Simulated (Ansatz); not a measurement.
# CaPd (Pm-3m): from the cell to its phonons, part 3 of 3

Task: relax CaPd (Pm-3m), then find its harmonic phonons.

Ansatz 0.2.0; DFT PBEsol, scalar-relativistic, plane waves, PAW; PAW set soft_1.

So far. Step 3 (Tight relaxation): The forces vanish by symmetry and the pressure is 0.000 GPa, within the tolerances set. The cell now holds 20.86 Å³/atom. Step 4 (Modes at Γ): Before it was imposed, the acoustic sum rule was missed by 5.8e-5 eV/Å². Small misses are needed for a sound result but don't prove that mesh and cutoff are converged. The lowest optical mode is real, 161 cm⁻¹. The relaxed cell has a = 3.468 Å (conventional setting).

## (5) The dispersion (continued)

The partial phonon density of states has structure finer than the step of the table below, so its rows give means over 10 cm⁻¹, whole bins alone (the curve runs from -10 to 254 cm⁻¹). Peaks (cm⁻¹: height): Ca 139.2: 0.0258, 155.8: 0.0328, 172.4: 0.0357, 188.9: 0.0396, 200.5: 0.0421, 212.2: 0.0576; Pd 53.0: 0.0507, 66.3: 0.0557, 84.5: 0.0759.

Phonopy on the run's constants, 17x17x17 mesh, Gaussian sigma 2.0 cm-1. Interpolated from a 4×4×4 q mesh. Partial phonon density of states against wavenumber; means over each step; values in 1/cm⁻¹/cell:

| wavenumber (cm⁻¹) | Ca | Pd |
| --- | --- | --- |
| 0 | 1.5e-5 | 4.2e-5 |
| 10 | 1.0e-4 | 2.9e-4 |
| 20 | 4.1e-4 | 0.00123 |
| 30 | 0.00124 | 0.00468 |
| 40 | 0.00363 | 0.0253 |
| 50 | 0.00535 | 0.0470 |
| 60 | 0.00388 | 0.0442 |
| 70 | 0.00328 | 0.0532 |
| 80 | 0.00212 | 0.0554 |
| 90 | 0.00116 | 0.0439 |
| 100 | 4.1e-5 | 0.00351 |
| 110 | 9.8e-5 | 3.5e-7 |
| 120 | 0.00763 | 2.1e-4 |
| 130 | 0.0180 | 0.00157 |
| 140 | 0.0236 | 0.00297 |
| 150 | 0.0221 | 0.00352 |
| 160 | 0.0258 | 0.00373 |
| 170 | 0.0240 | 0.00207 |
| 180 | 0.0174 | 0.00143 |
| 190 | 0.0274 | 0.00152 |
| 200 | 0.0298 | 0.00137 |
| 210 | 0.0471 | 0.00189 |
| 220 | 0.0265 | 8.2e-4 |
| 230 | 0.00875 | 1.3e-4 |
| 240 | 8.7e-4 | 4.4e-6 |

Second derivatives of the energy by pair, one row for each kind of neighbour of each atom listed. Each entry sums the pair over the periodic images of the supercell that the q mesh stands for, and in a polar crystal it holds the long-range dipole part too. Force constants by pair, by row:

| atom | neighbour | distance (Å) | third of the trace (eV/Å²) | along the pair's line (eV/Å²) |
| --- | --- | --- | --- | --- |
| Ca1 | itself | 0 | 4.623 | – |
| Ca1 | Pd | 3.004 | -0.347 | -0.9996 |
| Ca1 | Ca | 3.468 | -0.2889 | -1.128 |
| Ca1 | Ca | 4.905 | 0.0211 | -0.0453 |
| Ca1 | Pd | 5.751 | -0.0022 | -0.0023 |
| Ca1 | Ca | 6.007 | -0.0415 | -0.0943 |
| Ca1 | Ca | 6.936 | 0.0054 | -0.0183 |
| Pd2 | itself | 0 | 2.52 | – |
| Pd2 | Ca | 3.004 | -0.347 | -0.9996 |
| Pd2 | Pd | 3.468 | 0.0868 | 0.3102 |
| Pd2 | Pd | 4.905 | -0.0187 | -0.0875 |
| Pd2 | Ca | 5.751 | -0.0022 | -0.0023 |
| Pd2 | Pd | 6.007 | -0.0131 | -0.044 |
| Pd2 | Pd | 6.936 | 0.0284 | 0.0888 |

Harmonic thermodynamic functions per atom, from the density of states. Interpolated from a 4×4×4 q mesh. Thermodynamic functions, by row:

| T (K) | F_vib (meV/atom) | S (J/mol-atom/K) | C_V (J/mol-atom/K) |
| --- | --- | --- | --- |
| 0 | 22.84 | 0 | 0 |
| 50 | 21.55 | 7.281 | 11.41 |
| 100 | 14.95 | 17.88 | 18.9 |
| 200 | -11.87 | 32.65 | 23.07 |
| 300 | -50.97 | 42.23 | 24.07 |
| 400 | -98.53 | 49.21 | 24.44 |
| 500 | -152.5 | 54.69 | 24.62 |
| 600 | -211.6 | 59.19 | 24.72 |
| 700 | -274.9 | 63 | 24.78 |
| 800 | -342 | 66.31 | 24.82 |
| 900 | -412.2 | 69.24 | 24.84 |
| 1000 | -485.4 | 71.86 | 24.86 |

Harmonic mean-square displacement, third of the trace. Interpolated from a 4×4×4 q mesh. Mean square displacements, by row:

| T (K) | Ca1 U_eq (Å²) | Pd2 U_eq (Å²) |
| --- | --- | --- |
| 0 | 0.00282 | 0.00245 |
| 100 | 0.00461 | 0.00638 |
| 300 | 0.01142 | 0.01814 |
| 600 | 0.02233 | 0.03609 |

Symmetry leaves 10 wavevectors to solve. The lowest mode among them, the acoustic zeros apart, lies at q = (0, 0.25, 0.25) and is real, 35.9 cm⁻¹.

## (6) Another isotope, element Ca, natural mass 40.078 amu

An isotope changes the mass and not the force constants, so no new electronic calculation is needed; the shifts show which modes move this element.

The same force constants with the mass of Ca changed from 40.078 to 47.953 u (phonopy, no LO-TO term). Both lists are sorted by frequency; levels can cross, so a row need not hold one and the same mode. Modes under 3 cm⁻¹ are left out. Isotope shifts, by row:

| q | rank | natural mass (cm⁻¹) | changed mass (cm⁻¹) |
| --- | --- | --- | --- |
| 0 0 0 | 4 | 160.8 | 150.8 |
| 0 0 0 | 5 | 160.8 | 150.8 |
| 0 0 0 | 6 | 160.8 | 150.8 |
| 0 0 0.25 | 1 | 53.9 | 52.59 |
| 0 0 0.25 | 2 | 53.9 | 52.59 |
| 0 0 0.25 | 3 | 64.89 | 64.51 |
| 0 0 0.25 | 4 | 147.9 | 138.5 |
| 0 0 0.25 | 5 | 147.9 | 138.5 |
| 0 0 0.25 | 6 | 201.5 | 185.3 |
| 0 0 -0.5 | 1 | 76.53 | 76.53 |
| 0 0 -0.5 | 2 | 91.35 | 91.35 |
| 0 0 -0.5 | 3 | 91.35 | 91.35 |
| 0 0 -0.5 | 4 | 124.7 | 114 |
| 0 0 -0.5 | 5 | 124.7 | 114 |
| 0 0 -0.5 | 6 | 237.1 | 216.7 |
| 0 0.25 0.25 | 1 | 35.86 | 35.44 |
| 0 0.25 0.25 | 2 | 71.36 | 69.76 |
| 0 0.25 0.25 | 3 | 83.03 | 83.02 |
| 0 0.25 0.25 | 4 | 138.1 | 129.1 |
| 0 0.25 0.25 | 5 | 187.4 | 172.1 |
| 0 0.25 0.25 | 6 | 188.3 | 173.3 |

A mode of this element alone would shift by -8.58 %. The highest zone-centre frequency without the field goes from 160.8 to 150.8 cm⁻¹ (-6.2 %). The product of the frequency ratios over all optical modes at Γ is 0.826; the product rule, (m/m′)^(3k/2) (M′/M)^(3/2) with k = 1 such atoms and M the mass of the cell, gives 0.827.

## (7) Another isotope, element Pd, natural mass 106.42 amu

The same for Pd, from 106.42 to 109.91 u.

The same force constants with the mass of Pd changed from 106.420 to 109.905 u (phonopy, no LO-TO term). Both lists are sorted by frequency; levels can cross, so a row need not hold one and the same mode. Modes under 3 cm⁻¹ are left out. Isotope shifts, by row:

| q | rank | natural mass (cm⁻¹) | changed mass (cm⁻¹) |
| --- | --- | --- | --- |
| 0 0 0 | 4 | 160.8 | 160.1 |
| 0 0 0 | 5 | 160.8 | 160.1 |
| 0 0 0 | 6 | 160.8 | 160.1 |
| 0 0 0.25 | 1 | 53.9 | 53.25 |
| 0 0 0.25 | 2 | 53.9 | 53.25 |
| 0 0 0.25 | 3 | 64.89 | 63.92 |
| 0 0 0.25 | 4 | 147.9 | 147.3 |
| 0 0 0.25 | 5 | 147.9 | 147.3 |
| 0 0 0.25 | 6 | 201.5 | 201.3 |
| 0 0 -0.5 | 1 | 76.53 | 75.3 |
| 0 0 -0.5 | 2 | 91.35 | 89.89 |
| 0 0 -0.5 | 3 | 91.35 | 89.89 |
| 0 0 -0.5 | 4 | 124.7 | 124.7 |
| 0 0 -0.5 | 5 | 124.7 | 124.7 |
| 0 0 -0.5 | 6 | 237.1 | 237.1 |
| 0 0.25 0.25 | 1 | 35.86 | 35.36 |
| 0 0.25 0.25 | 2 | 71.36 | 70.46 |
| 0 0.25 0.25 | 3 | 83.03 | 81.7 |
| 0 0.25 0.25 | 4 | 138.1 | 137.6 |
| 0 0.25 0.25 | 5 | 187.4 | 187 |
| 0 0.25 0.25 | 6 | 188.3 | 188.3 |

A mode of this element alone would shift by -1.60 %. The highest zone-centre frequency without the field goes from 160.8 to 160.1 cm⁻¹ (-0.4 %). The product of the frequency ratios over all optical modes at Γ is 0.987; the product rule, (m/m′)^(3k/2) (M′/M)^(3/2) with k = 1 such atoms and M the mass of the cell, gives 0.987.

## (8) Summary of results

```json
{"space group after relaxation (within 0.01 Å)": "Pm-3m", "volume per atom": "20.9 Å³", "electronic character": "no gap on this mesh", "highest optical mode at the zone centre (no LO-TO term)": "161 cm⁻¹", "lowest optical zone-centre mode": "161 cm⁻¹", "lowest mode on the q mesh (acoustic modes at Γ apart)": "35.9 cm⁻¹", "highest frequency on the path or at a solved wavevector": "237 cm⁻¹", "zero-point energy per atom": "22.8 meV", "heat capacity at 300 K": "24.1 J/(mol atoms K)", "vibrational entropy at 300 K": "42.2 J/(mol atoms K)", "Debye temperature (second moment)": "255 K", "imaginary modes on the 4×4×4 q mesh": "none"}
```

In words: The structure is a minimum as far as tested: no mode is imaginary at the 10 irreducible wavevectors of the 4×4×4 mesh, and the softest away from the acoustic zeros lies at 36 cm⁻¹. The optical modes at Γ form one degenerate level at 161 cm⁻¹. The highest mode in this list at Γ, 160.8 cm⁻¹, is mostly motion of Ca (73 % of the kinetic energy). On the path and the mesh, the widest gap between branches runs from 97 to 117 cm⁻¹. With no gap, or one that is small against the smearing, the frequencies hang on the k mesh and the smearing, most of all near Kohn anomalies. The PAW files were made for PBE and serve the other functionals too. A phonon run warned that its eigensolver left some bands unconverged in a pass. These are harmonic frequencies at zero temperature: anharmonic shifts, linewidths and thermal expansion are left out.

[Logs are printed without paths, hosts, clocks, repeated set-up lines and the standing remarks that a program may print on its own settings, such as how far it seeks lower states.]

[Hosts, paths, dates, database ids (printed as entryN), source tags and the programs' standing remarks are cut or masked in the printed files.]
